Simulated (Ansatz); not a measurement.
## ZnCd, from a guessed structure to a relaxed one

Starting from a made-up structure for ZnCd, the aim is the relaxed cell, its shortest contacts and, where a second run follows, its electronic structure.

Program: Ansatz 0.2.0. Level of theory: DFT, PBE, plane-wave PAW, files of the set soft_1, scalar-relativistic, no spin, cell and ions relaxed at zero pressure; PAW set soft_1, in the first sound run; inputs show where later runs differ. Results are calculated unless marked as measured.

## Step 1: The starting structure

Symmetry: Pm-3m, No. 221, cubic system. The conventional cell has a = 3.223 Å, b = 3.223 Å, c = 3.223 Å, α = 90.00°, β = 90.00°, γ = 90.00°. Cd has 8 Zn at 2.79 Å nearest. Nearest to Zn lie 8 Cd at 2.79 Å. Farther neighbours are not listed.

## Step 2: Relaxing cell and atoms

The guess takes its coordinates from another compound and its volume from a rule, so the cell and any free coordinates are relaxed together.

Contents of input.yaml:

```yaml
crystal:
  lattice:
    - [3.223, 0.0, 0.0]
    - [0.0, 3.223, 0.0]
    - [0.0, 0.0, 3.223]
  atoms:
    - { symbol: Cd, position: [0.5, 0.5, 0.5] }
    - { symbol: Zn, position: [0.0, 0.0, 0.0] }
kpoints:
  mp_grid: { grid: [8, 8, 8] }
scf:
  occupations: { method: fermi_dirac, width: 0.05 }
hamiltonian:
  xc: pbe
  pseudopotentials: { kind: paw, azcp: { folder: soft_1 } }
relax:
  f_tol: 0.015
  max_steps: 70
  cell: {}
output:
  forces: true
  stress: true
```

On the command line:

```sh
ansatz run input.yaml --threads 4 --pin off --max-ram 8192MiB --backend cpu --events-out ev --progress --plain --runs-dir out
```

Numbers of over 12 decimals in the logs are rounded to 6 here.

Log:

```text
Engine: ansatz 0.2.0, aarch64-unknown-linux-gnu
Pseudopotentials: kind: paw
Pseudopotential: Cd, paw, valence charge 20, recommended cutoff 420 eV (normal), soft_1/Cd.paw.azcp
Pseudopotential: Zn, paw, valence charge 12, recommended cutoff 420 eV (normal), soft_1/Zn.paw.azcp
Functional definition: PBE
  parameter kappa = 0.804
  parameter beta = 0.066725
  exchange = pbe_x(kappa = kappa, mu = beta*pi^2/3)
  correlation = pbe_c(beta = beta)
Crystal: 2 atoms, lattice volume = 33.480 Å³
Basis set: ecut = 420 eV, 691 PW (Γ), exchange–correlation on 48×48×48 points (8 copies of the dense FFT grid, shifted against one another)
Bands: 20, of which v1, the nominal top of the filled ones, is band 16 counted from 1 (15 counted from 0)
Symmetry: 48 space group operations
Space group: Pm-3m (ITA 221), of the structure as read, at distance tolerance 3.2e-5 Å
k-points: 35 of 512
Non-local potential: Cd, projectors of the file, l = 0: 3, l = 1: 2, l = 2: 2, l = 3: 1
Non-local potential: Zn, projectors of the file, l = 0: 2, l = 1: 2, l = 2: 3, l = 3: 1
PAW form: soft (Blöchl's): semilocal exchange-correlation on the pseudo side does not see the compensation charge
PAW one-centre angular grid: Cd, 590 points (default); XC on 64 Gauss nodes
PAW one-centre angular grid: Zn, 590 points (default); XC on 64 Gauss nodes
Initial density: superposition of atomic densities (chi_scale 0.1, normalization cell, long waves kept (reshape's long-wave potential 0.00 eV rms))
Initial wavefunctions: pseudopotential atomic-orbital guess
Functional: x = pbe(κ = 0.804, μ = 0.219515), c = pbe(β = 0.066725)
SCF iter   1: F=—  HF=-11573.324640 eV  |F-HF|=—  |Δ(HF+E_count)|=         —  Δρ=4.11e-2  dr2=5.91e-1  ethr=3.10e-3  ⟨swp⟩=5.1  Hψ=3155  notcnv=0
preconditioner: auto → none  [metal: Δε(μ)=0.054 eV  Ē_g=12.801 eV  σ=0.050 eV  W_gap=0.26  n_scr=6 (ndim 8)  ℏωp=31.4 eV  f_vac=0.000  D(μ)=1.00/eV (n_scr^D=6)  sad-step TF]
SCF iter   2: F=—  HF=-11573.189487 eV  |F-HF|=—  |Δ(HF+E_count)|=   1.35e-1  Δρ=1.95e-2  dr2=1.29e-1  ethr=1.85e-3  ⟨swp⟩=2.1  Hψ=1348  notcnv=0  defer=5
SCF iter   3: F=—  HF=-11573.166871 eV  |F-HF|=—  |Δ(HF+E_count)|=   2.26e-2  Δρ=1.39e-2  dr2=4.96e-2  ethr=4.02e-4  ⟨swp⟩=2.6  Hψ=1287  notcnv=0  defer=5
SCF iter   4: F=—  HF=-11573.152549 eV  |F-HF|=—  |Δ(HF+E_count)|=   1.43e-2  Δρ=6.32e-3  dr2=7.98e-3  ethr=1.55e-4  ⟨swp⟩=2.2  Hψ=1439  notcnv=0  defer=5
SCF iter   5: F=—  HF=-11573.151864 eV  |F-HF|=—  |Δ(HF+E_count)|=   6.85e-4  Δρ=2.78e-3  dr2=1.11e-3  ethr=2.49e-5  ⟨swp⟩=2.3  Hψ=1181  notcnv=0  defer=5
SCF iter   6: F=—  HF=-11573.152027 eV  |F-HF|=—  |Δ(HF+E_count)|=   1.63e-4  Δρ=2.71e-4  dr2=1.31e-5  ethr=3.48e-6  ⟨swp⟩=2.0  Hψ=925  notcnv=0  defer=5
SCF iter   7: F=—  HF=-11573.152044 eV  |F-HF|=—  |Δ(HF+E_count)|=   1.73e-5  Δρ=3.05e-5  dr2=2.26e-7  ethr=4.10e-8  ⟨swp⟩=2.1  Hψ=1075  notcnv=0  defer=5
SCF iter   8: F=-11573.152044 eV  HF=-11573.152044 eV  |F-HF|=2.00e-11  |Δ(HF+E_count)|=   2.89e-8  Δρ=5.45e-6  dr2=5.97e-9  ethr=3.13e-10  ⟨swp⟩=4.0  Hψ=2251  notcnv=0
SCF 1 converged in 8 iterations: F = -11573.152044 eV  dr2 = 5.97e-9
  greatest PAW one-centre occupation: 1.000 electrons in one spin orbital (limit 2), on the Cd atom at site 0 (counted from 0), in its partial waves of l = 0
relax step   1: F+E_penalty+E_count = -11573.15204400 eV  Δ(F+E_penalty+E_count) = +0.000e0 eV  max|allowed force component| = 6.127e-29 eV/Å  Δτ_max = 0.0000 Å  P = +10.952 GPa  Ω = 33.480 Å³  (8 SCF iters, dr2 threshold 1.00e-7 eV, accepted)
Crystal: 2 atoms, lattice volume = 38.562 Å³
Basis set: ecut = 420 eV, 739 PW (Γ), exchange–correlation on 48×48×48 points (8 copies of the dense FFT grid, shifted against one another)
Initial density: handed on by an earlier stage of this run
Initial wavefunctions: those handed on with the density
iter 1 solved again at ethr=1.10e-4 eV; its pass at ethr=3.10e-3 eV (dr2=3.53e-2 eV) is discarded
SCF iter   1: F=—  HF=-11573.324226 eV  |F-HF|=—  |Δ(HF+E_count)|=         —  Δρ=9.53e-3  dr2=3.52e-2  ethr=1.10e-4  ⟨swp⟩=1.1  Hψ=4545  notcnv=0
preconditioner: auto → Resta (q_TF=auto, 2.645 Å⁻¹)  ε∞=6.4  [insulator: Δε(μ)=0.195 eV  Ē_g=12.581 eV  σ=0.050 eV  W_gap=0.75  n_scr=18 (ndim 8)  ℏωp=29.3 eV  f_vac=0.000  D(μ)=0.42/eV (n_scr^D=0)  ε∞_Penn≈6.4]
SCF iter   2: F=—  HF=-11573.313942 eV  |F-HF|=—  |Δ(HF+E_count)|=   1.03e-2  Δρ=3.66e-3  dr2=4.86e-3  ethr=1.10e-4  ⟨swp⟩=2.0  Hψ=1248  notcnv=0
SCF iter   3: F=—  HF=-11573.312652 eV  |F-HF|=—  |Δ(HF+E_count)|=   1.29e-3  Δρ=1.98e-3  dr2=1.68e-3  ethr=1.52e-5  ⟨swp⟩=2.0  Hψ=1057  notcnv=0  defer=3
SCF iter   4: F=—  HF=-11573.312298 eV  |F-HF|=—  |Δ(HF+E_count)|=   3.55e-4  Δρ=9.98e-4  dr2=1.98e-4  ethr=5.24e-6  ⟨swp⟩=2.1  Hψ=1139  notcnv=0  defer=3
SCF iter   5: F=—  HF=-11573.312362 eV  |F-HF|=—  |Δ(HF+E_count)|=   6.45e-5  Δρ=3.08e-4  dr2=1.68e-5  ethr=6.20e-7  ⟨swp⟩=2.1  Hψ=1103  notcnv=0  defer=3
SCF iter   6: F=—  HF=-11573.312365 eV  |F-HF|=—  |Δ(HF+E_count)|=   3.12e-6  Δρ=4.21e-5  dr2=3.76e-7  ethr=5.25e-8  ⟨swp⟩=2.7  Hψ=1217  notcnv=0  defer=3
SCF iter   7: F=-11573.312365 eV  HF=-11573.312365 eV  |F-HF|=3.51e-8  |Δ(HF+E_count)|=   2.67e-7  Δρ=1.26e-5  dr2=4.60e-8  ethr=6.25e-10  ⟨swp⟩=4.0  Hψ=2408  notcnv=0
SCF 2 converged in 7 iterations: F = -11573.312365 eV  dr2 = 4.60e-8
relax step   2: F+E_penalty+E_count = -11573.31236542 eV  Δ(F+E_penalty+E_count) = -1.603e-1 eV  max|allowed force component| = 4.174e-29 eV/Å  Δτ_max = 0.0000 Å  P = +0.778 GPa  Ω = 38.562 Å³  energy of the carried Pulay correction = -2.520e-3 eV  (7 SCF iters, dr2 threshold 2.00e-7 eV, accepted)
Crystal: 2 atoms, lattice volume = 39.014 Å³
Basis set: ecut = 420 eV, 751 PW (Γ), exchange–correlation on 48×48×48 points (8 copies of the dense FFT grid, shifted against one another)
iter 1 solved again at ethr=5.35e-7 eV; its pass at ethr=3.10e-3 eV (dr2=1.71e-4 eV) is discarded
SCF iter   1: F=—  HF=-11573.313549 eV  |F-HF|=—  |Δ(HF+E_count)|=         —  Δρ=6.97e-4  dr2=1.83e-4  ethr=5.35e-7  ⟨swp⟩=2.9  Hψ=4053  notcnv=0
preconditioner: auto → Resta (q_TF=auto, 2.640 Å⁻¹)  ε∞=6.5  [insulator: Δε(μ)=0.197 eV  Ē_g=12.379 eV  σ=0.050 eV  W_gap=0.74  n_scr=18 (ndim 8)  ℏωp=29.1 eV  f_vac=0.000  D(μ)=0.38/eV (n_scr^D=0)  ε∞_Penn≈6.5]
SCF iter   2: F=—  HF=-11573.313556 eV  |F-HF|=—  |Δ(HF+E_count)|=   6.72e-6  Δρ=2.50e-4  dr2=2.44e-5  ethr=5.35e-7  ⟨swp⟩=2.0  Hψ=1047  notcnv=0
SCF iter   3: F=—  HF=-11573.313549 eV  |F-HF|=—  |Δ(HF+E_count)|=   7.32e-6  Δρ=1.44e-4  dr2=9.12e-6  ethr=7.62e-8  ⟨swp⟩=2.0  Hψ=921  notcnv=0
SCF iter   4: F=—  HF=-11573.313547 eV  |F-HF|=—  |Δ(HF+E_count)|=   2.08e-6  Δρ=6.81e-5  dr2=9.69e-7  ethr=2.85e-8  ⟨swp⟩=2.4  Hψ=1135  notcnv=0
SCF iter   5: F=-11573.313547 eV  HF=-11573.313547 eV  |F-HF|=3.75e-9  |Δ(HF+E_count)|=   1.58e-7  Δρ=2.33e-5  dr2=9.64e-8  ethr=6.25e-10  ⟨swp⟩=4.8  Hψ=2466  notcnv=0
SCF 3 converged in 5 iterations: F = -11573.313547 eV  dr2 = 9.64e-8
relax step   3: F+E_penalty+E_count = -11573.31354677 eV  Δ(F+E_penalty+E_count) = -1.181e-3 eV  max|allowed force component| = 1.026e-29 eV/Å  Δτ_max = 0.0000 Å  P = +0.203 GPa  Ω = 39.014 Å³  energy of the carried Pulay correction = -2.718e-3 eV  (5 SCF iters, dr2 threshold 2.00e-7 eV, accepted)
Crystal: 2 atoms, lattice volume = 39.176 Å³
iter 1 solved again at ethr=5.68e-8 eV; its pass at ethr=3.10e-3 eV (dr2=1.82e-5 eV) is discarded
SCF iter   1: F=—  HF=-11573.313529 eV  |F-HF|=—  |Δ(HF+E_count)|=         —  Δρ=2.28e-4  dr2=2.11e-5  ethr=5.68e-8  ⟨swp⟩=3.0  Hψ=4022  notcnv=0
preconditioner: auto → Resta (q_TF=auto, 2.638 Å⁻¹)  ε∞=6.5  [insulator: Δε(μ)=0.208 eV  Ē_g=12.348 eV  σ=0.050 eV  W_gap=0.76  n_scr=18 (ndim 8)  ℏωp=29.1 eV  f_vac=0.000  D(μ)=0.36/eV (n_scr^D=0)  ε∞_Penn≈6.5]
SCF iter   2: F=—  HF=-11573.313583 eV  |F-HF|=—  |Δ(HF+E_count)|=   5.37e-5  Δρ=9.04e-5  dr2=3.15e-6  ethr=5.68e-8  ⟨swp⟩=2.0  Hψ=1055  notcnv=0
SCF iter   3: F=—  HF=-11573.313582 eV  |F-HF|=—  |Δ(HF+E_count)|=   7.68e-7  Δρ=5.10e-5  dr2=1.13e-6  ethr=9.85e-9  ⟨swp⟩=2.0  Hψ=913  notcnv=0
SCF iter   4: F=—  HF=-11573.313582 eV  |F-HF|=—  |Δ(HF+E_count)|=   2.07e-7  Δρ=2.44e-5  dr2=1.24e-7  ethr=3.54e-9  ⟨swp⟩=2.4  Hψ=1143  notcnv=0
SCF iter   5: F=-11573.313582 eV  HF=-11573.313582 eV  |F-HF|=5.91e-10  |Δ(HF+E_count)|=   2.01e-8  Δρ=7.56e-6  dr2=1.05e-8  ethr=3.21e-10  ⟨swp⟩=4.0  Hψ=2354  notcnv=0
SCF 4 converged in 5 iterations: F = -11573.313582 eV  dr2 = 1.05e-8
relax step   4: F+E_penalty+E_count = -11573.31358161 eV  Δ(F+E_penalty+E_count) = -3.484e-5 eV  max|allowed force component| = 1.460e-29 eV/Å  Δτ_max = 0.0000 Å  P = +0.005 GPa  Ω = 39.176 Å³  energy of the carried Pulay correction = -2.787e-3 eV  (5 SCF iters, dr2 threshold 1.03e-7 eV, accepted)
Initial wavefunctions: pseudopotential atomic-orbital guess (no wavefunctions were taken with the density)
iter 1 solved again at ethr=1.12e-7 eV; its pass at ethr=3.10e-3 eV (dr2=3.57e-5 eV) is discarded
SCF iter   1: F=—  HF=-11573.313360 eV  |F-HF|=—  |Δ(HF+E_count)|=         —  Δρ=1.09e-3  dr2=2.05e-5  ethr=1.12e-7  ⟨swp⟩=3.0  Hψ=5093  notcnv=0
preconditioner: auto → Resta (q_TF=auto, 2.638 Å⁻¹)  ε∞=6.5  [insulator: Δε(μ)=0.207 eV  Ē_g=12.345 eV  σ=0.050 eV  W_gap=0.76  n_scr=18 (ndim 8)  ℏωp=29.1 eV  f_vac=0.000  D(μ)=0.36/eV (n_scr^D=0)  ε∞_Penn≈6.5]
SCF iter   2: F=—  HF=-11573.314894 eV  |F-HF|=—  |Δ(HF+E_count)|=   1.53e-3  Δρ=7.04e-4  dr2=4.18e-5  ethr=6.39e-8  ⟨swp⟩=2.1  Hψ=1058  notcnv=0
SCF iter   3: F=—  HF=-11573.315415 eV  |F-HF|=—  |Δ(HF+E_count)|=   5.22e-4  Δρ=1.97e-4  dr2=9.53e-7  ethr=6.39e-8  ⟨swp⟩=2.0  Hψ=930  notcnv=0
SCF iter   4: F=—  HF=-11573.315473 eV  |F-HF|=—  |Δ(HF+E_count)|=   5.78e-5  Δρ=2.63e-5  dr2=5.44e-8  ethr=2.98e-9  ⟨swp⟩=2.0  Hψ=1122  notcnv=0
SCF iter   5: F=—  HF=-11573.315474 eV  |F-HF|=—  |Δ(HF+E_count)|=   5.35e-7  Δρ=1.37e-5  dr2=3.29e-8  ethr=1.70e-10  ⟨swp⟩=2.0  Hψ=1229  notcnv=0
SCF iter   6: F=—  HF=-11573.315474 eV  |F-HF|=—  |Δ(HF+E_count)|=   6.84e-9  Δρ=4.76e-6  dr2=1.96e-9  ethr=1.03e-10  ⟨swp⟩=2.0  Hψ=1107  notcnv=0
SCF iter   7: F=—  HF=-11573.315474 eV  |F-HF|=—  |Δ(HF+E_count)|=   3.03e-8  Δρ=3.09e-7  dr2=4.72e-11  ethr=6.13e-12  ⟨swp⟩=2.5  Hψ=1104  notcnv=0
SCF iter   8: F=-11573.315474 eV  HF=-11573.315474 eV  |F-HF|=3.64e-12  |Δ(HF+E_count)|=    0.00e0  Δρ=4.68e-8  dr2=9.60e-13  ethr=1.00e-12  ⟨swp⟩=5.1  Hψ=2779  notcnv=0
SCF 5 converged in 8 iterations: F = -11573.315474 eV  dr2 = 9.60e-13
relax step   5: F+E_penalty+E_count = -11573.31547370 eV  Δ(F+E_penalty+E_count) = -1.892e-3 eV  max|allowed force component| = 1.162e-29 eV/Å  Δτ_max = 0.0000 Å  P = -0.040 GPa  Ω = 39.176 Å³  stress off target by 3.97e-2 GPa  SCF on the basis re-selected at this cell (its energy is not comparable with the rows above)  (8 SCF iters)
basis re-selected at this cell: Δ(F+E_penalty+E_count) = -1.892e-3 eV, ΔP = -0.044 GPa vs the last step (what re-selecting the basis moved, of the pressure what is left beyond the Pulay correction that the steps carried, after the strain that the cell walked since its last selection, with what the two solves' SCF thresholds leave and, on support functions, any second-order correction that the steps lacked; it is no m [...]
SCF converged after 8 iterations
Free energy (F): -11573.315474 eV
Harris-Foulkes:  -11573.315474 eV  (|F-HF|=3.64e-12)
Internal energy: -11573.312013 eV  (E = F + TS)
E sigma→0 (E₀):  -11573.313743 eV
Entropy (-TS):   -0.003461 eV (-1.731 meV/atom)
Fermi energy:    12.089386 eV
--- Per-component energies (eV) ---
  E_band       = -377.792994
  E_kinetic    = 586.656670
  E_local      = -4877.426603  (includes V_loc(G=0)·N_el)
  E_nonlocal   = 936.504856
  E_hartree    = 2098.026214
  E_xc         = -235.019920
  E_vxc        = -247.130206  (∫ρ·V_xc dr)
  E_paw        = -5994.008546  (= ΣΔE_a)
  E_vpaw       = -972.450356  (= ΣTr[D̂ρ^β])
  E_aug_tail   = 0.000169  (compensation charges beyond the density's cutoff)
  E_ewald      = -4088.044852
  E_smearing   = -0.003461  (= −TS)
  E_closure    = -0.000000  (closes the sum)
  Σ components = -11573.315474   (vs F -11573.315474, Δ=0.00e0)
--- Forces (eV/Å), atoms counted from 1 ---
  atom   1  Cd    -0.00000000     0.00000000     0.00000000
  atom   2  Zn     0.00000000     0.00000000    -0.00000000
  max |Σ_I F_I| component: 2.30e-29 eV/Å
--- Stress (GPa, compression-positive) ---
       -0.039681       0.000000      -0.000000
        0.000000      -0.039681      -0.000000
       -0.000000      -0.000000      -0.039681
  P = ⅓ Tr σ = -0.0397 GPa (-0.397 kbar)
--- Relaxed structure (4 steps of the walk, 4 accepted, 1 SCFs on fresh bases) ---
  F+E_penalty+E_count = -11573.31547370 eV   max|allowed force component| = 1.162e-29 eV/Å   (the final SCF, on the basis selected at the relaxed cell)
  cell:  # Å, volume = 39.1762 Å³
    - [3.396312, 0, 0]
    - [0, 3.396312, 0.0]
    - [0, 0.0, 3.396312]
  atoms:
    - { symbol: Cd, position: [0.5, 0.5, 0.5] }
    - { symbol: Zn, position: [0, 0, 0] }
```

Run time: 1.7 s. Hardware: 4 threads of Arm Neoverse V2, shared host; peak memory 0.33 GiB.

Relaxation path:

| step | energy less that of the first step (eV) | largest force component (eV/Å) | pressure (GPa) | volume (Å³) |
| --- | --- | --- | --- | --- |
| 1 | 0.0000 | 0.0000 | 10.95 | 33.48 |
| 2 | -0.1603 | 0.0000 | 0.78 | 38.56 |
| 3 | -0.1615 | 0.0000 | 0.20 | 39.01 |
| 4 | -0.1615 | 0.0000 | 0.00 | 39.18 |
| 5* | -0.1634 | 0.0000 | -0.04 | 39.18 |

Relaxation steps marked * repeat the geometry before them on a plane-wave basis chosen anew for their cell, so energy and pressure can jump there.

The run keeps the 48 symmetry operations that it works with, so distortions that break them were not tested.

| conventional cell, symmetrised | before | after | change |
| --- | --- | --- | --- |
| a (Å) | 3.223 | 3.396 | +5.4 % |
| b (Å) | 3.223 | 3.396 | +5.4 % |
| c (Å) | 3.223 | 3.396 | +5.4 % |
| volume (Å³/atom) | 16.74 | 19.59 | +17.0 % |

Final coordinates:

```cif
data_structure
_symmetry_space_group_name_H-M 'P 1'
_symmetry_Int_Tables_number 1
_cell_length_a 3.3963
_cell_length_b 3.3963
_cell_length_c 3.3963
_cell_angle_alpha 90.000
_cell_angle_beta 90.000
_cell_angle_gamma 90.000
_cell_volume 39.18
loop_
_atom_site_label
_atom_site_type_symbol
_atom_site_fract_x
_atom_site_fract_y
_atom_site_fract_z
_atom_site_occupancy
Cd1 Cd 0.50000 0.50000 0.50000 1
Zn2 Zn 0.00000 0.00000 0.00000 1
```

This step gave:

```yaml
free_energy: -11573.3155 eV
energy_at_zero_smearing: -11573.3137 eV
smearing_term_ts: 0.003461 eV
fermi_energy: 12.09 eV
electrons: 32
symmetry_operations: 48
pressure: -0.03968 GPa
```

Shortest distances by pair of elements, guess and relaxed (not always the same contact):

| pair | guess (Å) | relaxed (Å) |
| --- | --- | --- |
| Cd–Zn | 2.791 | 2.941 |
| Cd–Cd | 3.223 | 3.396 |
| Zn–Zn | 3.223 | 3.396 |

The relaxation ends with a pressure of -0.04 GPa.

(Part 1 of 2 ends here.)

[Logs are printed without paths, hosts, clocks, repeated set-up lines and the standing remarks that a program may print on its own settings, such as how far it seeks lower states.]

[Hosts, paths, dates, database ids (printed as entryN), source tags and the programs' standing remarks are cut or masked in the printed files.]
